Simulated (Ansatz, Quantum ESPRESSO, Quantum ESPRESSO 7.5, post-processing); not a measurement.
# Y2CF2 MXene, 1 layer in an electric field

How does Y2CF2 MXene, 1 layer respond to a gate-like field without added charge?

Program: Quantum ESPRESSO 7.5. Level of theory: plane-wave DFT, PBE, GBRV ultrasoft pseudopotentials (geometry and cross-check by Ansatz 0.2.0 with PAW datasets; geometry under PBE). Results are calculated unless marked as measured.

Report form: the programs' logs are mostly left out.

**1. Set-up**

The cell holds 5 atoms: 2 F, 2 Y and 1 C. Cell: a = 3.478 Å, b = 3.478 Å, c = 21.905 Å, α = 90.0°, β = 90.0°, γ = 120.0°. It derives from Y2CF2. Vacuum lies along c.

**2. Geometry from Ansatz**

The geometry comes first, from a plane-wave PAW code, so that the later runs on this slab share one structure.

input.yaml reads:

```yaml
crystal:
  lattice:
    - [3.47776, 0.0, 0.0]
    - [-1.73888, 3.0118285083, 0.0]
    - [0.0, 0.0, 21.9048287096]
  atoms:
    - { symbol: F, position: [0.3333333333, 0.6666666667, 0.3880422948] }
    - { symbol: "Y", position: [0.6666666667, 0.3333333333, 0.4373548427] }
    - { symbol: C, position: [0.0, 0.0, 0.5] }
    - { symbol: "Y", position: [0.3333333333, 0.6666666667, 0.5626451573] }
    - { symbol: F, position: [0.6666666667, 0.3333333333, 0.6119577052] }
kpoints:
  mp_grid: { grid: [12, 12, 1] }
hamiltonian:
  xc: pbe
scf:
  occupations: { method: fermi_dirac, width: 0.05 }
  convergence: { dr2_threshold: 1.0e-08 }
efield:
  axis: 3
  dipole_correction: true
  ramp_position: 0.97
  ramp_width: 0.04
relax:
  f_tol: 0.01
  cell: { fix: [c, alpha, beta] }
output:
  write_potential: true
  write_density: true
  volumetric_format: npy
```

Started as:

```
$ ansatz run input.yaml --threads 4 --pin off --max-ram 8192MiB --backend cpu --events-out ev --progress --plain --runs-dir out
```

Elapsed: 29 s, on 4 threads of Arm Neoverse V1, shared host; peak memory 0.53 GiB; 1.8 min of CPU time.

The steps of the relaxation:

```csv
step,energy less that of the first step (eV),largest force component (eV/Å),pressure (GPa),volume (Å³)
1,0.0000,0.9986,3.32,229.44
2,-0.1916,0.4895,-0.98,244.57
3,-0.1440,0.9633,0.12,247.43
4,-0.2184,0.0405,-0.11,242.08
5,-0.2190,0.0032,-0.02,241.60
6*,-0.2324,0.0038,0.09,241.60
7,-0.2322,0.0003,0.01,242.24
8*,-0.2326,0.0003,0.01,242.24
```

Relaxation steps marked * repeat the geometry before them on a plane-wave basis chosen anew for their cell, so energy and pressure can jump there. Relaxation step 3 was tried and not accepted.

```csv
cell as run,before,after,change
a (Å),3.478,3.573,+2.8 %
b (Å),3.478,3.573,+2.8 %
```

The atoms that moved most (Å, along periodic axes as changes of fractional coordinates times the final cell, across vacuum about the mean position):

```csv
atom,dx,dy,dz,length
F5,0.000,0.000,0.092,0.092
F1,0.000,0.000,-0.092,0.092
```

The relaxed structure:

```xyz
5
Lattice="3.5734 0.0000 0.0000 -1.7867 3.0947 0.0000 0.0000 0.0000 21.9048" Properties=species:S:1:pos:R:3
F     0.0000    2.0631    8.4083
Y     1.7867    1.0316    9.5802
C     0.0000    0.0000   10.9524
Y     0.0000    2.0631   12.3247
F     1.7867    1.0316   13.4966
```

This step gave:

* free energy: -9571.4430 eV
* Fermi energy: 0.7567 eV
* gap by band count: 1.138 eV
* symmetry operations: 6
* dipole along the normal: 3.04e-5 e·Å
* vacuum level at the upper face over a Fermi level inside the gap: 3.683 eV
* vacuum level at the lower face over a Fermi level inside the gap: 3.683 eV

**3. Ground state: no field**

The zero-field run is the reference. tefield and dipfield are on already, so that all runs share k-points and boundary.

Level of this step: plane-wave DFT, PBE, GBRV ultrasoft pseudopotentials (Quantum ESPRESSO 7.5).

f0.in reads:

```
&control
  prefix = 'f0'
  outdir = './out'
  pseudo_dir = './pseudo'
  calculation = 'scf'
  tprnfor = .true.
  tefield = .true.
  dipfield = .true.
/
&system
  ibrav = 0
  nat = 5
  ntyp = 3
  ecutwfc = 40
  ecutrho = 200
  occupations = 'smearing'
  smearing = 'fd'
  degauss = 0.004
  edir = 3
  emaxpos = 0.97
  eopreg = 0.04
  eamp = 0.0
/
&electrons
  conv_thr = 1e-09
  mixing_beta = 0.4
  electron_maxstep = 120
  mixing_mode = 'plain'
/
ATOMIC_SPECIES
  F   18.9984  f_pbe_v1.4.uspp.F.UPF
  Y   88.9058  y_pbe_v1.4.uspp.F.UPF
  C   12.0110  c_pbe_v1.2.uspp.F.UPF
CELL_PARAMETERS angstrom
  3.57343448201826 0.00000000000000 0.00000000000000
  -1.78671724100913 3.09468504018710 -0.00000000000000
  0.00000000000000 0.00000000000000 21.90482870960000
ATOMIC_POSITIONS crystal
  F   0.333333333333 0.666666666667 0.383855075935
  Y   0.666666666667 0.333333333333 0.437354387368
  C   -0.000000000000 0.000000000000 0.499999963789
  Y   0.333333333333 0.666666666667 0.562645578140
  F   0.666666666667 0.333333333333 0.616144994769
K_POINTS automatic
  12 12 1 0 0 0
```

Started as:

```
$ OMP_NUM_THREADS=1 mpirun -n 4 pw.x -nk 4 -in f0.in > f0.out
```

It took 1.8 min on 4 MPI ranks; peak memory 0.78 GiB.

Numbers from this step:

```
free energy                          : -4012.6257 eV
Fermi energy                         : 0.796 eV
dipole along the normal              : 0 e·Å
valence top, on the run's zero       : 0.2037 eV
conduction bottom, on the run's zero : 1.345 eV
gap by band count                    : 1.141 eV
```

The program's own clock; routines nest. Time by routine:

```csv
routine,wall time (s),calls
PWSCF,107,1
electrons,102.3,1
c_bands,85.04,15
cegterg,78.62,285
h_psi,63.06,1682
fftw,59.67,43682
vloc_psi,54.44,1682
sum_band,14.23,15
calbec,5.86,2043
add_vuspsi,4.28,1682
s_psi,4.23,1682
h_psi:calbec,4.14,1682
init_run,3.76,1
wfcinit,3.16,1
```

The run needed 15 iterations to bring the estimated error under 1e-09 Ry; the largest force on any atom, held or free, is 0.01 eV/Å.

**4. Potential by pp.x**

plot_num = 11 writes the bare and Hartree potential. It leaves out exchange and correlation, which fade slowly, so it flattens close to the surface.

f0.pot.in reads:

```
&inputpp
  prefix = 'f0'
  outdir = './out'
  filplot = 'f0.pot.dat'
  plot_num = 11
/
```

Started as:

```
$ OMP_NUM_THREADS=1 mpirun -n 4 pp.x -in f0.pot.in > f0.pot.out
```

It took 1 s on 4 MPI ranks; peak memory 0.1 GiB.

This step gave:

```
slope of the potential above                                          : 2.37e-5 eV/Å
upper vacuum line continued to the top atoms, over the valence top    : 4.290 eV
slope of the potential below                                          : -1.59e-5 eV/Å
lower vacuum line continued to the bottom atoms, over the valence top : 4.290 eV
vacuum level at the upper face over the valence top of the mesh       : 4.290 eV
vacuum level at the lower face over the valence top of the mesh       : 4.290 eV
```

The vacuum is flat to 0.1 meV/Å, so its level is well defined. Inside the slab the curve depends on the local part of the pseudopotentials; only the vacuum level has a meaning of its own.

**5. Band structure: no field**

The density is frozen and the levels are solved along a path.

f0.bands.in is the input of step 3 with these lines changed:

```diff
@@ -1,7 +1,6 @@
 &control
-  prefix = 'f0'
+  prefix = 'f0.bands'
   outdir = './out'
   pseudo_dir = './pseudo'
-  calculation = 'scf'
-  tprnfor = .true.
+  calculation = 'bands'
   tefield = .true.
@@ -22,8 +21,9 @@
   eamp = 0.0
+  nbnd = 26
 /
 &electrons
-  conv_thr = 1e-09
+  conv_thr = 1e-07
   mixing_beta = 0.4
   electron_maxstep = 120
-  mixing_mode = 'plain'
+  mixing_mode = 'local-TF'
 /
@@ -43,3 +43,7 @@
   F   0.666666666667 0.333333333333 0.616144994769
-K_POINTS automatic
-  12 12 1 0 0 0
+K_POINTS crystal_b
+4
+  0.0000000000 0.0000000000 0.0000000000 14
+  0.5000000000 0.0000000000 0.0000000000 14
+  0.3333333333 0.3333333333 0.0000000000 14
+  0.0000000000 0.0000000000 0.0000000000 1
```

Started as:

```
$ cp -r out/f0.save out/f0.bands.save
$ cp out/f0.xml out/f0.bands.xml
$ OMP_NUM_THREADS=1 mpirun -n 4 pw.x -nk 4 -in f0.bands.in > f0.bands.out
```

Wall time 43 s (4 MPI ranks); peak memory 0.36 GiB; 2.8 min of CPU time.

This step gave:

```
valence top, on the run's zero       : 0.2034 eV
conduction bottom, on the run's zero : 1.344 eV
```

Band numbers count within the set of bands kept for display. The electronic bands at the labelled points (eV, zero at the highest filled level of the SCF mesh; v1 is the highest filled band, c1 the lowest empty one):

```csv
point,v4,v3,v2,v1,c1,c2,c3,c4
Γ,-5.55,-1.48,0.00,0.00,2.80,2.97,3.15,3.15
halfway,-5.52,-1.14,-0.90,-0.14,1.90,3.39,3.83,3.97
M,-5.49,-1.58,-0.61,-0.17,1.14,4.33,4.84,5.01
halfway,-5.48,-1.48,-0.72,-0.61,2.00,4.18,4.49,4.76
K,-5.48,-1.22,-1.22,-0.61,2.99,3.95,3.95,4.65
halfway,-5.53,-1.13,-0.87,-0.45,2.64,2.64,3.90,4.06
Γ,-5.55,-1.48,0.00,0.00,2.80,2.97,3.15,3.15
```

Along this path the valence top lies at Γ and the conduction bottom at M.

**6. SCF with pw.x: field 0.1 V/Å**

eamp is the field in Hartree atomic units (1 a.u. = 51.42 V/Å). With dipfield on, it is the field in the vacuum beside an isolated sheet. The run starts from the density of the one before.

f1.in is the input of step 3 with these lines changed:

```diff
@@ -1,3 +1,3 @@
 &control
-  prefix = 'f0'
+  prefix = 'f1'
   outdir = './out'
@@ -21,3 +21,3 @@
   eopreg = 0.04
-  eamp = 0.0
+  eamp = 0.00194469
 /
@@ -28,2 +28,3 @@
   mixing_mode = 'plain'
+  startingpot = 'file'
 /
```

Started as:

```
$ cp -r out/f0.save out/f1.save
$ OMP_NUM_THREADS=1 mpirun -n 4 pw.x -nk 4 -in f1.in > f1.out
```

Wall time 92 s (4 MPI ranks); peak memory 0.59 GiB.

This step gave:

* free energy: -4012.6272 eV
* Fermi energy: 0.8122 eV
* dipole along the normal: 0.03175 e·Å
* valence top, on the run's zero: 0.2198 eV
* conduction bottom, on the run's zero: 1.361 eV

The dipole goes from 0.0000 to 0.0317 e Å, 0.3175 e Å per V/Å.

**7. Potential by pp.x**

f1.pot.in reads:

```
&inputpp
  prefix = 'f1'
  outdir = './out'
  filplot = 'f1.pot.dat'
  plot_num = 11
/
```

Started as:

```
$ OMP_NUM_THREADS=1 mpirun -n 4 pp.x -in f1.pot.in > f1.pot.out
```

The job ended after 1 s (4 MPI ranks; peak memory 0.11 GiB).

Numbers from this step:

```
slope of the potential above                                          : 0.1000 eV/Å
upper vacuum line continued to the top atoms, over the valence top    : 4.285 eV
slope of the potential below                                          : 0.09998 eV/Å
lower vacuum line continued to the bottom atoms, over the valence top : 4.296 eV
```

The slope in the vacuum is 0.100 eV/Å for an applied 0.10 V/Å, as it should be.

**8. Ground state: field 0.2 V/Å**

f2.in is the input of step 6 with these lines changed:

```diff
@@ -1,3 +1,3 @@
 &control
-  prefix = 'f1'
+  prefix = 'f2'
   outdir = './out'
@@ -21,3 +21,3 @@
   eopreg = 0.04
-  eamp = 0.00194469
+  eamp = 0.00388938
 /
```

Started as:

```
$ cp -r out/f0.save out/f2.save
$ OMP_NUM_THREADS=1 mpirun -n 4 pw.x -nk 4 -in f2.in > f2.out
```

The job ended after 98 s (4 MPI ranks; peak memory 0.6 GiB; 6.5 min of CPU time).

Numbers from this step:

```
free energy                          : -4012.6320 eV
Fermi energy                         : 0.8275 eV
dipole along the normal              : 0.06352 e·Å
valence top, on the run's zero       : 0.2352 eV
conduction bottom, on the run's zero : 1.376 eV
```

The dipole goes from 0.0000 to 0.0635 e Å, 0.3176 e Å per V/Å.

**9. Potential by pp.x**

f2.pot.in reads:

```
&inputpp
  prefix = 'f2'
  outdir = './out'
  filplot = 'f2.pot.dat'
  plot_num = 11
/
```

Started as:

```
$ OMP_NUM_THREADS=1 mpirun -n 4 pp.x -in f2.pot.in > f2.pot.out
```

Run time: 1.1 s. Hardware: 4 MPI ranks; peak memory 0.11 GiB.

Read from the output:

* slope of the potential above: 0.2000 eV/Å
* upper vacuum line continued to the top atoms, over the valence top: 4.282 eV
* slope of the potential below: 0.2000 eV/Å
* lower vacuum line continued to the bottom atoms, over the valence top: 4.303 eV

The slope in the vacuum is 0.200 eV/Å for an applied 0.20 V/Å, as it should be.

**10. Band structure: field 0.2 V/Å**

f2.bands.in is the input of step 5 with these lines changed:

```diff
@@ -1,3 +1,3 @@
 &control
-  prefix = 'f0.bands'
+  prefix = 'f2.bands'
   outdir = './out'
@@ -20,3 +20,3 @@
   eopreg = 0.04
-  eamp = 0.0
+  eamp = 0.00388938
   nbnd = 26
```

Started as:

```
$ cp -r out/f2.save out/f2.bands.save
$ cp out/f2.xml out/f2.bands.xml
$ OMP_NUM_THREADS=1 mpirun -n 4 pw.x -nk 4 -in f2.bands.in > f2.bands.out
```

The job ended after 43 s (4 MPI ranks; peak memory 0.36 GiB).

Numbers from this step:

* valence top, on the run's zero: 0.2353 eV

Band numbers count within the set of bands kept for display. Electronic bands along the path, in eV, zero at the highest filled level of the SCF mesh; v1 is the highest filled band, c1 the lowest empty one:

```csv
point,v4,v3,v2,v1,c1,c2,c3,c4
Γ,-5.53,-1.48,0.00,0.00,2.56,3.13,3.15,3.15
halfway,-5.48,-1.14,-0.90,-0.14,1.90,3.31,3.75,4.05
M,-5.40,-1.58,-0.61,-0.17,1.14,4.32,4.80,5.04
halfway,-5.39,-1.48,-0.72,-0.61,2.00,4.18,4.48,4.76
K,-5.39,-1.23,-1.22,-0.61,2.99,3.93,3.97,4.65
halfway,-5.49,-1.13,-0.87,-0.45,2.63,2.65,3.72,4.18
Γ,-5.53,-1.48,0.00,0.00,2.56,3.13,3.15,3.15
```

Upper empty bands that drop with the field can be states of the vacuum, held by the sawtooth; they depend on the cell's width.

Along this path the valence top lies at Γ and the conduction bottom at M.

**11. Ground state: field 0.3 V/Å**

f3.in is the input of step 8 with these lines changed:

```diff
@@ -1,3 +1,3 @@
 &control
-  prefix = 'f2'
+  prefix = 'f3'
   outdir = './out'
@@ -21,3 +21,3 @@
   eopreg = 0.04
-  eamp = 0.00388938
+  eamp = 0.00583407
 /
```

Started as:

```
$ cp -r out/f0.save out/f3.save
$ OMP_NUM_THREADS=1 mpirun -n 4 pw.x -nk 4 -in f3.in > f3.out
```

The job ended after 1.7 min (4 MPI ranks; peak memory 0.6 GiB; 7 min of CPU time).

Numbers from this step:

* free energy: -4012.6399 eV
* Fermi energy: 0.8419 eV
* dipole along the normal: 0.09529 e·Å
* valence top, on the run's zero: 0.2496 eV
* conduction bottom, on the run's zero: 1.391 eV

The dipole goes from 0.0000 to 0.0953 e Å, 0.3176 e Å per V/Å.

**12. Electrostatic potential**

f3.pot.in reads:

```
&inputpp
  prefix = 'f3'
  outdir = './out'
  filplot = 'f3.pot.dat'
  plot_num = 11
/
```

Started as:

```
$ OMP_NUM_THREADS=1 mpirun -n 4 pp.x -in f3.pot.in > f3.pot.out
```

It took 1 s on 4 MPI ranks; peak memory 0.11 GiB.

Read from the output:

* slope of the potential above: 0.3000 eV/Å
* upper vacuum line continued to the top atoms, over the valence top: 4.279 eV
* slope of the potential below: 0.3000 eV/Å
* lower vacuum line continued to the bottom atoms, over the valence top: 4.312 eV

The slope in the vacuum is 0.300 eV/Å for an applied 0.30 V/Å, as it should be.

Each curve counts from the valence top of its own run.

The runs together. Potential energy against z:

```csv
z (Å),potential at 0 V/Å (eV),potential at 0.1 V/Å (eV),potential at 0.2 V/Å (eV),potential at 0.3 V/Å (eV)
0,4.29,3.87,3.46,3.04
1,4.29,3.56,2.82,2.09
2,4.29,3.66,3.02,2.39
3,4.29,3.76,3.22,2.69
4,4.29,3.86,3.42,2.99
5,4.29,3.95,3.62,3.29
6,4.29,4.05,3.82,3.58
7,4.19,4.05,3.91,3.78
8,0.0382,-0.0243,-0.0863,-0.148
9,-9.23,-9.25,-9.27,-9.29
10,-12.2,-12.2,-12.2,-12.2
11,-4.99,-4.99,-4.99,-4.99
12,-14.9,-14.9,-14.9,-14.9
13,-7.52,-7.49,-7.47,-7.44
14,1.33,1.40,1.47,1.54
15,4.22,4.37,4.52,4.67
16,4.29,4.53,4.78,5.03
17,4.29,4.64,4.98,5.33
18,4.29,4.74,5.18,5.63
19,4.29,4.84,5.38,5.93
20,4.29,4.94,5.58,6.23
21,4.29,5.04,5.78,6.53
```

**13. Band structure: field 0.3 V/Å**

f3.bands.in is the input of step 10 with these lines changed:

```diff
@@ -1,3 +1,3 @@
 &control
-  prefix = 'f2.bands'
+  prefix = 'f3.bands'
   outdir = './out'
@@ -20,3 +20,3 @@
   eopreg = 0.04
-  eamp = 0.00388938
+  eamp = 0.00583407
   nbnd = 26
```

Started as:

```
$ cp -r out/f3.save out/f3.bands.save
$ cp out/f3.xml out/f3.bands.xml
$ OMP_NUM_THREADS=1 mpirun -n 4 pw.x -nk 4 -in f3.bands.in > f3.bands.out
```

Run time: 45 s. Hardware: 4 MPI ranks; peak memory 0.36 GiB; 3 min of CPU time.

Numbers from this step:

| Property | Result |
| --- | --- |
| valence top, on the run's zero | 0.2495 eV |
| conduction bottom, on the run's zero | 1.390 eV |

Band numbers count within the set of bands kept for display. Electronic bands along the path, in eV, zero at the highest filled level of the SCF mesh; v1 is the highest filled band, c1 the lowest empty one:

```csv
point,v4,v3,v2,v1,c1,c2,c3,c4
Γ,-5.50,-1.48,0.00,0.00,2.32,2.84,3.15,3.15
halfway,-5.45,-1.14,-0.90,-0.14,1.90,3.18,3.60,3.89
M,-5.35,-1.58,-0.61,-0.17,1.14,4.32,4.76,5.07
halfway,-5.35,-1.48,-0.72,-0.61,2.00,4.17,4.48,4.76
K,-5.34,-1.23,-1.22,-0.61,2.99,3.92,3.97,4.65
halfway,-5.45,-1.13,-0.87,-0.45,2.63,2.65,3.54,4.06
Γ,-5.50,-1.48,0.00,0.00,2.32,2.84,3.15,3.15
```

Upper empty bands that drop with the field can be states of the vacuum, held by the sawtooth; they depend on the cell's width.

Along this path the valence top lies at Γ and the conduction bottom at M.

**14. Density by pp.x**

plot_num = 0 writes the valence density.

f0.rho.in reads:

```
&inputpp
  prefix = 'f0'
  outdir = './out'
  filplot = 'f0.rho.dat'
  plot_num = 0
/
```

Started as:

```
$ OMP_NUM_THREADS=1 mpirun -n 4 pp.x -in f0.rho.in > f0.rho.out
```

It took 1.1 s on 4 MPI ranks; peak memory 0.11 GiB; 3.8 s of CPU time.

This step gave:

```
electrons by integration : 40.00 e
```

The valence density, planar mean oscillates, so the rows of the table below give means over windows of 0.91 Å about each position, cut where the curve ends. Its maxima inside the range that stand out by 2 % of the span (Å: e/Å³): 8.44: 0.854, 9.36: 0.656, 11.07: 0.402, 12.55: 0.656, 13.46: 0.854. Its minima: 8.90: 0.538, 10.50: 0.381, 11.41: 0.381, 13.01: 0.538.

Mean over planes. The valence density, planar mean by z; means over each step:

z (Å), valence density, planar mean (e/Å³) and a bar:
```
     5.00      0.000 
     5.91      0.000 
     6.82      0.006 
     7.73      0.201 #########
     8.64      0.687 ##############################
     9.55      0.644 ############################
    10.46      0.434 ###################
    11.37      0.421 ##################
    12.28      0.642 ############################
    13.19      0.682 ##############################
    14.10      0.249 ###########
    15.01      0.007 
    15.92      0.000 
    16.83      0.000
```

Valence density in the ca plane at fractional y = 0.333, with atoms of Y and F within 0.2 Å of it. It is the smooth field of the valence electrons, not physical close to the nuclei.

Ten steps, logarithmic in the rise over the least value, from '0' (0 e/Å³) to '9' (11 e/Å³), each cell a mean:
```
00000000000000000124543221111233210000000000
00000000000000000146765211111467631000000000
00000000000000000256466311112589841000000000
00000000000000000257666311112489741000000000
00000000000000000135654211111345420000000000
00000000000000001122332222222222100000000000
00000000000000001211112222233210000000000000
00000000000000011211112233333210000000000000
00000000000000001111122222222211000000000000
```
Columns run along c (16.0 Å, from fractional 0.10 to 0.83 of the cell), rows up along a (3.6 Å). Atoms in or near the plane, at fractional coordinates: Y at (0.44, 0.67), F at (0.62, 0.67).

The density integrates to 40.000 electrons, as the 40 of the input ask.

**15. Valence density**

f2.rho.in reads:

```
&inputpp
  prefix = 'f2'
  outdir = './out'
  filplot = 'f2.rho.dat'
  plot_num = 0
/
```

Started as:

```
$ OMP_NUM_THREADS=1 mpirun -n 4 pp.x -in f2.rho.in > f2.rho.out
```

Wall time 1 s (4 MPI ranks); peak memory 0.11 GiB.

**16. Charge moved by a field of 0.2 V/Å**

Numbers from this step:

| Property | Result |
| --- | --- |
| largest charge moved across a plane | 0.001093 e/Å² |
| dipole step | -1.039 eV |

The planar mean oscillates, so the rows of the table below give means over windows of 0.5 Å about each position, cut where the curve ends. Its maxima inside the range that stand out by 2 % of the span (Å: e/Å³): 7.76: 5.5e-4, 8.56: 4.3e-4, 9.58: 3.0e-4, 11.18: 1.8e-5, 12.89: -1.5e-4, 13.69: -1.9e-4. Its minima: 8.21: 1.8e-4, 9.01: 1.4e-4, 10.72: -1.8e-5, 12.32: -3.0e-4, 13.35: -4.4e-4, 14.15: -5.6e-4.

The planar mean by z; means over each step:

```csv
z (Å),planar mean (e/Å³)
3.0,4.5e-8
3.5,1.2e-7
4.0,3.1e-7
4.5,8.8e-7
5.0,2.6e-6
5.5,8.0e-6
6.0,2.4e-5
6.5,7.3e-5
7.0,2.0e-4
7.5,4.4e-4
8.0,4.0e-4
8.5,3.3e-4
9.0,1.8e-4
9.5,2.6e-4
10.0,2.1e-4
10.5,5.4e-5
11.0,2.1e-6
11.5,-8.9e-5
12.0,-2.4e-4
12.5,-2.4e-4
13.0,-2.1e-4
13.5,-3.2e-4
14.0,-4.6e-4
14.5,-3.9e-4
15.0,-1.6e-4
15.5,-5.4e-5
16.0,-1.7e-5
16.5,-5.0e-6
17.0,-1.5e-6
17.5,-4.5e-7
18.0,-1.4e-7
18.5,-4.6e-8
```

Running integral, electrons below z against z:

```csv
z (Å),"running integral, electrons below z (e/Å²)"
3,2.6e-8
4,1.7e-7
5,1.3e-6
6,1.2e-5
7,1.0e-4
8,5.3e-4
9,8.0e-4
10,0.00103
11,0.00109
12,9.8e-4
13,7.6e-4
14,4.2e-4
15,6.0e-5
16,5.7e-6
17,5.2e-7
18,5.3e-8
```

**17. Polarisability from the dipole between 0 and 0.1 V/A**

Numbers from this step:

```
change of slope in the vacuum : 0.10000 eV/Å
polarisability a cell         : 4.572 Å³
sheet polarisability 4πα/A    : 5.195 Å
```

[end of part 1 of 2]

[Logs are printed without paths, hosts, clocks, repeated set-up lines and the standing remarks that a program may print on its own settings, such as how far it seeks lower states.]

[Hosts, paths, dates, database ids (printed as entryN), source tags and the programs' standing remarks are cut or masked in the printed files.]

[Maps of the electrostatic potential energy from Ansatz leave out the sawtooth potential of an applied field or a dipole correction, so their vacuum need not be flat; planar profiles and work functions include it.]
